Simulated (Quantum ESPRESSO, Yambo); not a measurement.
# A GW chain in Yambo: PtSe2 (1T monolayer), part 2 of 3

Aim: the G0W0 gap of PtSe2 (1T monolayer) on PBE, step by step.

Quantum ESPRESSO 7.5 and Yambo 5.3.0; PBE and many-body steps on it, plane waves. Known limits of the many-body steps: not at the basis limit; no spin polarisation; d states lean on the start; no spin-orbit coupling.

So far. Step 2 (Ground state): The gap is indirect, with the least direct gap 0.10 eV higher. Step 3 (Bands along the symmetry lines): The gap is 1.408 eV, +0.012 eV from the run before at this level.

**4. Empty states on the mesh, 6×6×1 mesh, 118 bands**

Level of this step: DFT, PBE, plane waves, norm-conserving pseudopotentials (Quantum ESPRESSO).

The sums over transitions need many empty states on a uniform mesh; this step solves for them.

The input, pw.in:

```
&control
  calculation = 'nscf'
  prefix = 'x'
  outdir = 'o'
  pseudo_dir = 'pseudo'
/
&system
  ibrav = 0
  nat = 3
  ntyp = 2
  ecutwfc = 104.0
  nbnd = 118
  force_symmorphic = .true.
/
&electrons
  conv_thr = 1e-9
  electron_maxstep = 80
  diago_full_acc = .true.
  diago_thr_init = 5e-6
/
ATOMIC_SPECIES
  Pt 195.08 Pt.upf
  Se 78.971 Se.upf
CELL_PARAMETERS angstrom
  3.7512086967 -0.0000000002 0.0000000000
  -1.8756043482 3.2486420263 0.0000000000
  0.0000000000 0.0000000000 15.0000000000
ATOMIC_POSITIONS crystal
  Pt 0.0000000000 0.0000000000 0.5000000000
  Se 0.3333333333 0.6666666667 0.5869754134
  Se 0.6666666667 0.3333333333 0.4130245866
K_POINTS automatic
  6 6 1 0 0 0
```

The run is started by

```console
> OMP_NUM_THREADS=1 mpirun -n 8 pw.x -nk 4 -in pw.in > pw.out
```

Log:

```text
[banner, memory and clock lines left out]
Program PWSCF v.7.5 starts

     Atomic positions and unit cell read from directory:
     o/x.save/

     Message from routine setup:
     using ibrav=0 with symmetry is DISCOURAGED, use correct ibrav instead

     bravais-lattice index     =            0
     lattice parameter (alat)  =       7.0888  a.u.
     unit-cell volume          =    1233.5619 (a.u.)^3
     number of atoms/cell      =            3
     number of atomic types    =            2
     number of electrons       =        66.00
     number of Kohn-Sham states=          118
     kinetic-energy cutoff     =     104.0000  Ry
     charge density cutoff     =     416.0000  Ry
     Exchange-correlation= PBE
                           (   1   4   3   4   0   0   0)

     celldm(1)=   7.088757  celldm(2)=   0.000000  celldm(3)=   0.000000
     celldm(4)=   0.000000  celldm(5)=   0.000000  celldm(6)=   0.000000

     crystal axes: (cart. coord. in units of alat)
               a(1) = (   1.000000  -0.000000   0.000000 )
               a(2) = (  -0.500000   0.866025   0.000000 )
               a(3) = (   0.000000   0.000000   3.998711 )

     reciprocal axes: (cart. coord. in units 2 pi/alat)
               b(1) = (  1.000000  0.577350 -0.000000 )
               b(2) = (  0.000000  1.154701 -0.000000 )
               b(3) = ( -0.000000 -0.000000  0.250081 )
     Pseudo is Norm-conserving + core correction, Zval = 18.0
     Generated using ONCVPSP code by D. R. Hamann
     Using radial grid of 1374 points,  8 beta functions with:
     Pseudo is Norm-conserving + core correction, Zval = 24.0
     Generated using ONCVPSP code by D. R. Hamann
     Using radial grid of 1214 points,  6 beta functions with:
     Pt               18.00   195.08000     Pt( 1.00)
     Se               24.00    78.97100     Se( 1.00)

     12 Sym. Ops., with inversion, found

   Cartesian axes

     site n.     atom                  positions (alat units)
         1        Pt     tau(   1) = (   0.0000000   0.0000000   1.9993556  )
         2        Se     tau(   2) = (  -0.0000000   0.5773503   2.3471451  )
         3        Se     tau(   3) = (   0.5000000   0.2886751   1.6515660  )

     number of k points=     7
                       cart. coord. in units 2pi/alat
        k(    1) = (   0.0000000   0.0000000   0.0000000), wk =   0.0555556
        k(    2) = (   0.0000000   0.1924501   0.0000000), wk =   0.3333333
        k(    3) = (   0.0000000   0.3849002   0.0000000), wk =   0.3333333
        k(    4) = (  -0.0000000  -0.5773503   0.0000000), wk =   0.1666667
        k(    5) = (   0.1666667   0.2886751   0.0000000), wk =   0.3333333
        k(    6) = (   0.1666667   0.4811252   0.0000000), wk =   0.6666667
        k(    7) = (   0.3333333   0.5773503   0.0000000), wk =   0.1111111

     Dense  grid:   176333 G-vectors     FFT dimensions: (  48,  48, 192)

     The potential is recalculated from file :
     o/x.save/charge-density

     Starting wfcs are   36 randomized atomic wfcs +   82 random wfcs

     Band Structure Calculation

     End of band structure calculation

          k = 0.0000 0.0000 0.0000 ( 22125 PWs)   bands (ev):

  -207.1274-207.1274-146.6148-146.6148-146.6148-146.6148-146.5688-146.5688
   -97.9356 -52.0851 -52.0851 -52.0080 -46.7891 -46.7891 -46.7876 -46.7876
   -46.7472 -46.7472 -46.7445 -46.7445 -46.7318 -46.7314 -13.3340 -11.5590
    -4.4339  -4.4339  -4.3839  -2.1850  -2.1850  -0.6046   0.0281   0.5605
[...]
[... 3 further rows ...]
[...]
34.5641  34.5641  34.9211  35.0353  35.4537  35.8337

          k = 0.0000 0.1925 0.0000 ( 22126 PWs)   bands (ev):

  -207.1274-207.1274-146.6148-146.6148-146.6148-146.6148-146.5688-146.5688
[...]
[... 3 further rows ...]
[...]
34.7569  34.9393  35.2392  35.5392  35.9117  35.9877

          k = 0.0000 0.3849 0.0000 ( 22140 PWs)   bands (ev):

  -207.1274-207.1274-146.6148-146.6148-146.6148-146.6148-146.5688-146.5688
[...]
22.3277  23.0742  23.2370  23.3912  23.7947  23.9118  24.5078  24.5459
     [... 3 further rows ...]
    32.6322  32.8113  33.3457  33.4161  33.7411  33.7610  34.1367  34.3648
    34.6105  34.7075  34.7136  35.0110  35.5879  35.6873

          k =-0.0000-0.5774 0.0000 ( 21988 PWs)   bands (ev):

     [... further k-points ...]

     highest occupied, lowest unoccupied level (ev):     0.5608    2.2323

     XML data file, pseudopotentials, collected wavefunctions
```

Wall time 24 s (8 MPI ranks of Arm Neoverse V2, shared host); peak memory 1.4 GiB; 3.2 min of CPU time.

This step gave:

| Item | Value |
| --- | --- |
| gap | 1.671 eV |
| k of the valence top | 0.1667, 0.1667, 0 |
| k of the conduction bottom | 0, 0.1667, 0 |
| least direct gap | 1.743 eV |
| k points computed | 7 |
| lowest point of the top converged band, above the valence top | 34.85 eV |

On this mesh the gap is 1.671 eV. The earlier step found 1.396 eV, so this mesh misses an edge.

**5. Conversion and set-up**

This step: Yambo 5.3.0; conversion and set-up on PBE, plane waves, norm-conserving pseudopotentials.

The states are converted to the many-body program's format and the q mesh is built.

The run is started by

```console
> (cd o/x.save; p2y > p2y.log; mv SAVE ../..); yambo > setup.log
```

Log:

```text
 Yambo, version 5.3.0

 [02] CORE Variables Setup
 =========================

  [02.01] Unit cells
  ==================

  Cell kind             :  HCP
  Atoms in the cell     :  Pt  Se
  number of Pt atoms    :  1
  number of Se atoms    :  2

  List of atomic masses
  Mass of Pt    :  195.0800
  Mass of Se    :  78.97100

  List of atomic coordinates    : [cc]
  Pt1       :   0.00000   0.00000  14.17295  order 1
  Se1       : -0.16547E-09   4.0927       16.638      order 2
  Se2       :   3.54438   2.04635  11.70755  order 3

  Alat factors          :   7.08876   6.13904  28.34589 [a.u.]
  Direct lattice volume :   1233.56    [a.u.]
  Direct lattice vectors:  A[ 1 ]  A[ 2 ]  A[ 3 ]
   A[ 1 ]:   1.0000     -0.61564E-10   0.0000      [iru]
    7.0888     -0.37795E-09   0.0000      [cc]
   A[ 2 ]: -0.500000  1.000000  0.000000  [iru]
  -3.544379  6.139044  0.000000  [cc]
   A[ 3 ]:  0.000000  0.000000  1.000000  [iru]
    0.00000   0.00000  28.34589  [cc]

  Recip. lattice volume :  0.201085 [a.u.]
  Recip. lattice vectors:  B[ 1 ]  B[ 2 ]  B[ 3 ]
   B[ 1 ]:  1.000000  0.500000  0.000000  [iku]
   0.886359  0.511740 -0.000000  [cc]
   B[ 2 ]:  0.61564E-10   1.0000       0.0000      [iku]
   0.54568E-10   1.0235      -0.0000      [cc]
   B[ 3 ]:  0.000000  0.000000  1.000000  [iku]
  -0.000000 -0.000000  0.221661  [cc]

  [02.02] Symmetries
  ==================

  Inversion symmetry    : yes
  Spatial inversion     : yes
  Inversion index       :   7
  K-space Time-reversal : no
  Magnetic symmetries   : no
  Group table correct   : yes
  Symmetries units      :  [cc]

   [S  1]:   1.0000     -0.24280E-26   0.0000     -0.16580E-16   1.0000       0.0000       0.0000       0.0000       1.0000
   [S  2]:   1.0000     -0.10663E-09   0.0000     -0.92346E-10  -1.0000       0.0000       0.0000       0.0000      -1.0000
   [S  3]: -0.500000  0.866025  0.000000 -0.866025 -0.500000  0.000000  0.000000  0.000000  1.000000
[...]
[S 11]:  0.500000  0.866025  0.000000  0.866025 -0.500000  0.000000  0.000000  0.000000  1.000000
   [S 12]:  0.500000 -0.866025  0.000000 -0.866025 -0.500000  0.000000  0.000000  0.000000  1.000000

  [02.03] Reciprocal space
  ========================

  nG shells         :   7736
  nG charge         :  176333
  nG WFs            :  25883
  nC WFs            :  22140
  G-vecs. in first 80 shells:  [ Number ]
     1    3    5    7    9   15   27   29   41
    53   55   67   79   81   93   99  101  113
   125  137  149  161  163  169  181  193  205
[...]
787   811   823   835   847   871   883   889
  ...
  Shell energy in first 80 shells:  [ mHa ]
[...]
4543.85      4550.69      4551.71      4675.55      4713.80      4738.36      4812.06      4815.10      4870.06
    4934.90      5067.61      5106.87      5108.89      5238.56      5327.97      5338.86      5527.54      5598.20
[...]
K/Q-points units:
  rlu = crystal or reduced units; cc = cartesian coordinates; iku = interal k-units

  K [1]          [rlu]:  0.000000  0.000000  0.000000
         WF components:  22125
  K [2]          [rlu]:  0.41404E-26  0.16667       0.0000
         WF components:  22126
  K [3]          [rlu]: -0.14126E-26  0.33333       0.0000
         WF components:  22140
  K [4]          [rlu]:  0.21729E-26 -0.50000       0.0000
         WF components:  21988
  K [5]          [rlu]:  0.166667  0.166667  0.000000
         WF components:  22093
  K [6]          [rlu]:  0.166667  0.333333  0.000000
         WF components:  22052
  K [7]          [rlu]:  0.333333  0.333333  0.000000
         WF components:  22038

  [02.05] Energies & Occupations
  ==============================

  [X] === General ===
  [X] Electronic Temperature                        :  0.000000  0.000000 [eV K]
  [X] Bosonic    Temperature                        :  0.000000  0.000000 [eV K]
  [X] Finite Temperature mode                       : no
  [X] El. density                                   :  0.36106E+24 [cm-3]
  [X] Fermi Level                                   :  0.560800 [eV]

  [X] === Gaps and Widths ===
  [X] Conduction Band Min                           :  1.671470 [eV]
  [X] Valence Band Max                              :  0.000000 [eV]
  [X] Filled Bands                                  :   33
  [X] Empty Bands                                   :   34  118
  [X] Direct Gap                                    :  1.742775 [eV]
  [X] Direct Gap localized at k                     :  2
  [X] Indirect Gap                                  :  1.671470 [eV]
  [X] Indirect Gap between kpts                     :   5   2
  [X] Last valence band width                       :  1.322094 [eV]
  [X] 1st conduction band width                     :  1.289814 [eV]

  E @ K [1]:  [eV]
  -207.6882 -207.6882 -147.1756 -147.1756 -147.1756 -147.1756 -147.1296 -147.1295
[...]
occ @ K [1]
[...]
E @ K [2]:  [eV]
[...]
occ @ K [2]
[...]
E @ K [3]:  [eV]
[...]
occ @ K [3]
[...]
E @ K [4]:  [eV]
[...]
occ @ K [4]
[...]
E @ K [5]:  [eV]
[...]
occ @ K [5]
[...]
E @ K [6]:  [eV]
[...]
occ @ K [6]
[...]
E @ K [7]:  [eV]
[...]
occ @ K [7]
[...]
0.000000  0.000000  0.000000  0.000000  0.000000  0.000000  0.000000  0.000000
   0.000000  0.000000  0.000000  0.000000  0.000000  0.000000  0.000000  0.000000

 [03] Transferred momenta grid and indexing
 ==========================================

 IBZ Q-points                                      :   7
 BZ  Q-points                                      :   36

 K/Q-points units:
 rlu = crystal or reduced units; cc = cartesian coordinates; iku = interal k-units

 Q [1]          [rlu]:  0.000000  0.000000  0.000000
 Q [2]          [rlu]: -0.31909E-17  0.16667       0.0000
 Q [3]          [rlu]: -0.63818E-17  0.33333       0.0000
 Q [4]          [rlu]:  0.95727E-17 -0.50000       0.0000
 Q [5]          [rlu]:  0.166667  0.166667  0.000000
 Q [6]          [rlu]:  0.166667  0.333333  0.000000
 Q [7]          [rlu]:  0.333333  0.333333  0.000000

  [03.01] X indexes
  =================

   [03.01.01] Sigma indexes
   ========================

 [06] Game Over & Game summary
```

Elapsed: 3.5 s, on 1 MPI rank; peak memory 0.27 GiB.

[end of part 2 of 3]

[Paths, hosts, dates, memory and timing lines, banners, echoed tables and standing remarks are left out of the program output.]

[Logs are printed without paths, hosts, clocks, repeated set-up lines and the standing remarks that a program may print on its own settings, such as how far it seeks lower states.]

[Runs of the session that timed out or met a known fault of the program may be left out.]

[Hosts, paths, dates, database ids (printed as entryN), source tags and the programs' standing remarks are cut or masked in the printed files.]
